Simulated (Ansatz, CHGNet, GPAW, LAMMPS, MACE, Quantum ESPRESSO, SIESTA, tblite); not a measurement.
## tblite runs on amorphous 29Ga2O3-71GeO2 (mol %) (86 atoms)

How near does tblite come to plane waves for amorphous 29Ga2O3-71GeO2 (mol %) (86 atoms)?

Method: the method is named at each step, in tblite 0.8.0.

## Step 1: The structure

The cell holds 86 atoms: 14 Ga, 17 Ge and 55 O. Cell: a = 10.359 Å, b = 10.359 Å, c = 10.359 Å, α = 90.0°, β = 90.0°, γ = 90.0°. 86 atoms (14 Fe, 17 Ge, 55 O) placed at random at 4.41 g/cm³, melted at 5000 K for 10 ps at fixed volume with the Morse and Coulomb pair potential with partial charges (Pedone, Malavasi, Menziani, Cormack and Segre, J. Phys. Chem. B 110, 11780 (2006)). Quenched from 5000 K to 300 K at 100 K/ps and fixed volume, held 5 ps, then minimised at fixed cell. Then Fe was replaced by Ga and the cell scaled by 1.006 (the potential has no terms for the new elements, so the cell is a start for a DFT relaxation).

The yardstick, on the same geometry:

```
method                                           : Kohn-Sham DFT, PBE, PAW, plane waves (Ansatz 0.2.0); cutoff 420 eV, Γ point, fermi-dirac smearing of 0.05 eV; PAW set soft_2
r.m.s. force component                           : 0.8952 eV/Å
longest force                                    : 2.886 eV/Å
pressure                                         : -2.014 GPa
gap (highest filled to lowest empty level) : 0.6548 eV
SCF cycles                                       : 10
time                                             : 24 s on 4 threads of Arm Neoverse V1, shared host
CPU time                                         : 93 s
```

## Step 2: GFN1-xTB

Method: GFN1-xTB tight binding, diagonalisation.

The input, run.py:

```python
import numpy as np
from ase.io import read
from tblite.ase import TBLite

atoms = read("structure.xyz")
atoms.calc = TBLite(method="GFN1-xTB", electronic_temperature=580, accuracy=1.0, max_iterations=250, mixer_damping=0.4, verbosity=1)
energy = atoms.get_potential_energy()
forces = atoms.get_forces()
print(f"energy {energy:.6f} eV")
print("forces (eV/A)")
for i, (a, f) in enumerate(zip(atoms, forces)):
    print(f"{i:4d} {a.symbol:2s} {f[0]:10.5f} {f[1]:10.5f} {f[2]:10.5f}")
stress = -atoms.get_stress(voigt=False) * 160.21766
print("stress (GPa, compression positive)")
for row in stress:
    print(" ".join(f"{x:10.4f}" for x in row))
print("charges (e)")
print(np.array2string(atoms.get_charges(), precision=4, suppress_small=True, max_line_width=110, threshold=100000))
```

The input, structure.xyz:

```xyz
86
Lattice="10.35908 0.00000 0.00000 0.00000 10.35908 0.00000 0.00000 0.00000 10.35908" Properties=species:S:1:pos:R:3 pbc="T T T"
Ga 4.58265 4.49688 6.28361
Ga 9.05757 1.92265 7.59424
Ga 6.08855 2.28480 7.18133
Ga 5.42515 9.72542 2.42413
Ga 8.02622 5.56946 6.76293
Ga 0.69188 10.25466 7.47097
Ga 3.19443 7.56244 8.00788
Ga 3.93200 3.16573 0.72006
Ga 3.63448 6.72377 1.87023
Ga 9.73795 9.22176 2.09606
Ga 6.80001 0.23370 4.98707
Ga 0.69996 7.53613 9.85874
Ga 4.82132 3.40140 3.33884
Ga 2.54305 9.68543 0.17072
Ge 0.30435 4.71929 1.32006
Ge 8.06372 8.75964 7.62770
Ge 0.64454 4.99795 8.30954
Ge 4.62668 7.44704 5.24252
Ge 3.72823 0.07251 6.21980
Ge 5.50917 8.62590 9.95394
Ge 2.76981 2.38549 8.23661
Ge 0.02942 2.03566 4.50796
Ge 7.33630 5.31825 1.93311
Ge 5.56977 5.33327 9.31903
Ge 6.95053 1.35248 0.11271
Ge 7.43958 7.81675 4.30161
Ge 0.37313 7.72622 4.89632
Ge 10.35152 1.50890 0.31429
Ge 7.46817 3.16190 4.47129
Ge 2.63670 0.82220 3.04391
Ge 1.90856 4.91859 4.15233
O 9.03540 7.28119 4.89757
O 1.23605 6.23606 5.02788
O 7.53965 9.13785 5.99552
O 2.58604 0.86105 7.29611
O 2.36425 7.58658 0.57679
O 0.56001 8.41623 3.32609
O 4.93248 6.95467 9.12314
O 4.25489 2.87516 7.41648
O 3.37229 2.31567 2.48442
O 9.65901 8.13157 0.56374
O 5.34756 0.60559 6.43475
O 3.28621 0.50055 4.62388
O 9.47908 4.33082 7.80847
O 3.43942 10.08653 1.96999
O 6.67684 5.36414 0.30083
O 9.04845 5.00333 1.79823
O 4.00782 6.25046 6.53544
O 9.12490 10.07503 7.89994
O 2.94996 1.87634 9.87189
O 0.97355 1.03435 3.46667
O 5.80761 3.34401 5.22885
O 1.54412 5.22843 2.43356
O 0.77994 8.90860 6.07539
O 0.81857 0.11975 0.90197
O 0.45994 5.37067 10.06374
[... 26 atom lines left out ...]
O 0.86768 3.53928 4.43058
O 0.16367 1.66097 8.95833
O 4.05061 9.35363 9.32991
O 8.05667 9.29261 3.31014
```

Started as:

```bash
$ OMP_NUM_THREADS=1 python run.py > output.txt
```

The program printed:

```text
------------------------------------------------------------
  cycle        total energy    energy error   density error
------------------------------------------------------------
      1     -241.6608532573  -2.4185364E+02   1.0966924E+00
      2     -371.4274157149  -1.2976656E+02   1.9112677E+00
      3     -210.2742036437   1.6115321E+02   1.0588091E+00
      4     -284.3277289308  -7.4053525E+01   5.6413570E-01
      5     -282.4546676662   1.8730613E+00   4.5572075E-01
      6     -304.5863865905  -2.2131719E+01   1.1571966E-01
      7     -304.9462895120  -3.5990292E-01   8.9926413E-02
      8     -304.8701020423   7.6187470E-02   8.6657950E-02
      9     -305.4624456460  -5.9234360E-01   4.4924975E-02
     10     -305.4542568609   8.1887852E-03   3.9169869E-02
     11     -305.5176566580  -6.3399797E-02   2.9887445E-02
     12     -305.5888178264  -7.1161168E-02   1.1853894E-02
     13     -305.5910781559  -2.2603294E-03   9.6422325E-03
     14     -305.5960005731  -4.9224172E-03   6.1203581E-03
     15     -305.5972050014  -1.2044283E-03   4.0440533E-03
     16     -305.5978522274  -6.4722602E-04   2.7033502E-03
     17     -305.5982449941  -3.9276661E-04   1.1029459E-03
     18     -305.5982773818  -3.2387754E-05   7.5012225E-04
     19     -305.5983170283  -3.9646473E-05   3.0452510E-04
     20     -305.5983188014  -1.7731016E-06   2.1960517E-04
     21     -305.5983227926  -3.9911708E-06   1.0432780E-04
     22     -305.5983234302  -6.3762525E-07   6.5825172E-05
     23     -305.5983235096  -7.9396159E-08   5.2118982E-05
     24     -305.5983236938  -1.8423827E-07   2.1656502E-05
     25     -305.5983237164  -2.2599352E-08   9.4886265E-06
------------------------------------------------------------
 total:                                   6.481 sec
energy -8315.753955 eV
forces (eV/A)
   0 Ga    0.12020   -0.22044   -0.00378
   1 Ga    0.09891   -0.69563   -0.14994
   2 Ga   -0.06853   -0.80594   -0.18506
   3 Ga    0.05884    0.37300    0.34464
   4 Ga   -0.15407   -0.17127    0.43247
   5 Ga   -0.29994   -1.18726   -0.09132
   6 Ga    0.54483   -0.34097   -0.14512
   7 Ga    1.07503    0.19593   -0.67623
   8 Ga    0.33097   -0.14686    0.02712
   9 Ga    0.02999   -1.52048    0.22867
  10 Ga   -0.69610   -0.01468    0.01431
  11 Ga    0.63221    0.45064    0.95050
  12 Ga   -0.47937    0.60115   -0.01523
  13 Ga   -0.14492   -0.87735   -0.06942
  14 Ge   -0.24759   -0.85978   -0.34733
  15 Ge   -0.09054   -0.09646   -0.48374
  16 Ge   -0.08416   -0.73176    0.40620
  17 Ge    0.82084   -0.61195   -0.96678
  18 Ge    0.72645    0.70721   -0.66810
  19 Ge   -0.47139   -0.10332    0.01954
  20 Ge    1.05760   -0.14967    0.41076
  21 Ge    0.55249    0.42936    0.54526
  22 Ge    0.27219    0.34666    0.34846
  23 Ge   -0.71237   -0.41304   -0.25593
[...]
78 O     0.23918   -0.13983    0.80403
  79 O     0.18674    0.04258    0.19861
  80 O    -0.18984   -0.54364    1.55313
  81 O     0.29813   -0.20640   -1.29433
  82 O    -0.27960    0.37272    0.36998
  83 O    -0.68936    0.10268   -1.04411
  84 O    -0.64567    0.30664   -0.04377
  85 O     0.55775    0.44028   -0.90542
stress (GPa, compression positive)
   -1.8372     0.9200    -0.7934
    0.9200    -1.4737     0.0153
   -0.7934     0.0153    -3.2595
charges (e)
[ 0.5264  0.5201  0.537   0.5195  0.4962  0.5233  0.525   0.5138  0.5077  0.4897  0.5222  0.5133  0.5318
  0.5325  0.6784  0.6657  0.6812  0.6889  0.6888  0.6921  0.6883  0.6714  0.685   0.6684  0.6607  0.7133
  0.6539  0.669   0.7149  0.6897  0.6864 -0.3646 -0.3281 -0.3555 -0.2992 -0.3556 -0.3631 -0.3396 -0.3294
 -0.3173 -0.3547 -0.3498 -0.3629 -0.3352 -0.3003 -0.3273 -0.339  -0.342  -0.3451 -0.3546 -0.3295 -0.3342
 -0.3126 -0.3877 -0.321  -0.3224 -0.3333 -0.3029 -0.3679 -0.29   -0.3582 -0.3592 -0.3517 -0.3722 -0.3275
 -0.342  -0.3336 -0.3831 -0.3291 -0.305  -0.3344 -0.3686 -0.3657 -0.3864 -0.3572 -0.3846 -0.3417 -0.3349
 -0.3271 -0.3222 -0.3359 -0.3273 -0.3781 -0.3566 -0.348  -0.3593]
```

It took 7 s on 1 thread of Arm Neoverse V1, shared host; peak memory 0.14 GiB.

Banners, paths, timers and routine set-up lines are dropped from the logs unmarked, and long logs keep their key lines alone; longer cuts are marked.

Numbers from this run, and their distance from the reference:

```yaml
r_m_s_force_component: 0.5674 eV/Å
r_m_s_difference_of_force_components: 554.3 meV/Å
longest_difference_of_force_vectors: 1953 meV/Å
force_difference_over_r_m_s_force: 61.91 %
slope_of_forces_against_the_reference_s: 0.5092
correlation_of_force_components: 0.8034
pressure: -2.19 GPa
pressure_difference: -0.1762 GPa
```

Length of the force difference by element (eV/Å):

```
element  atoms  mean  most
     Ga     14  0.51  0.91
     Ge     17  0.77   1.3
      O     55  0.96   2.0
```

A closer look about O60, whose charge lies farthest from its element's mean: 12 atoms, nearest first, numbered in the order of the input, with positions taken from that point.

```
atom      x      y      z  distance (Å)  bonds  Mulliken charge (e)     Fx     Fy  Fz (eV/Å)
 O60   0.00   0.00   0.00          0.00      3                -0.29  -0.87  -0.46       1.19
Ge19  -0.12   1.72  -0.13          1.73      4                 0.69   0.73   0.71      -0.67
Ge18   0.78  -1.26  -1.10          1.85      5                 0.69   0.82  -0.61      -0.97
 Ga7  -0.65  -1.15   1.66          2.12      5                 0.53   0.54  -0.34      -0.15
 O48   0.16  -2.46   0.19          2.47      3                -0.34  -0.60  -0.46       0.55
 O42   1.50   2.26   0.09          2.71      3                -0.35   0.34   0.17       0.30
 O62   1.78   0.11  -2.13          2.78      4                -0.36   0.05   1.05      -1.09
 O43  -0.56   2.15  -1.72          2.81      2                -0.36  -0.03  -0.08       0.09
 O35  -1.26   2.51   0.95          2.96      3                -0.30  -1.25  -0.55       0.08
 O85   0.21   0.65   2.98          3.06      3                -0.35  -0.65   0.31      -0.04
 O64  -0.08  -1.71  -2.54          3.06      2                -0.37  -0.35   0.12      -0.74
 O54  -3.06   0.20  -0.27          3.08      2                -0.39   0.28   0.15       0.37
```

Atoms are counted from 1 here, from 0 in the log.

Forces lie 62 % from the reference's, at 0.075 times its CPU time (on 1 against 4 cores).

## Step 3: What came out

```json
{"force difference from the reference": "tblite GFN1-xTB, 62 %", "its CPU time": "7 s"}
```

In words: Tight binding differs by 62 % (tblite GFN1-xTB); it is another model, with fitted parameters of its own, and the xTB methods hold dispersion. One electronic-structure run takes under half the reference's CPU time: tblite GFN1-xTB, at 62 % in 7 s against 93 s, too far off to be of use. Periodic xTB results under one method name differ between programs and library versions. The quench rate of 100 K/ps is many orders above laboratory rates, so the cell is likely richer in defects and strain than a real sample. The network of bonds at the start is that of the classical potential that made the cell, and needn't be the one that DFT or experiment would give. The reference's pressure of -2.0 GPa belongs to a cell and atoms that aren't relaxed at this level. The electronic-structure runs sample only Γ, in a cell whose shortest periodic width is 10 Å.

[Also dropped from logs without a mark: logging warnings of Python, and SIESTA's first energy breakdown and zero terms.]

[Logs are printed without paths, hosts, clocks, repeated set-up lines and the standing remarks that a program may print on its own settings, such as how far it seeks lower states.]

[Hosts, paths, dates, database ids (printed as entryN), source tags and the programs' standing remarks are cut or masked in the printed files.]
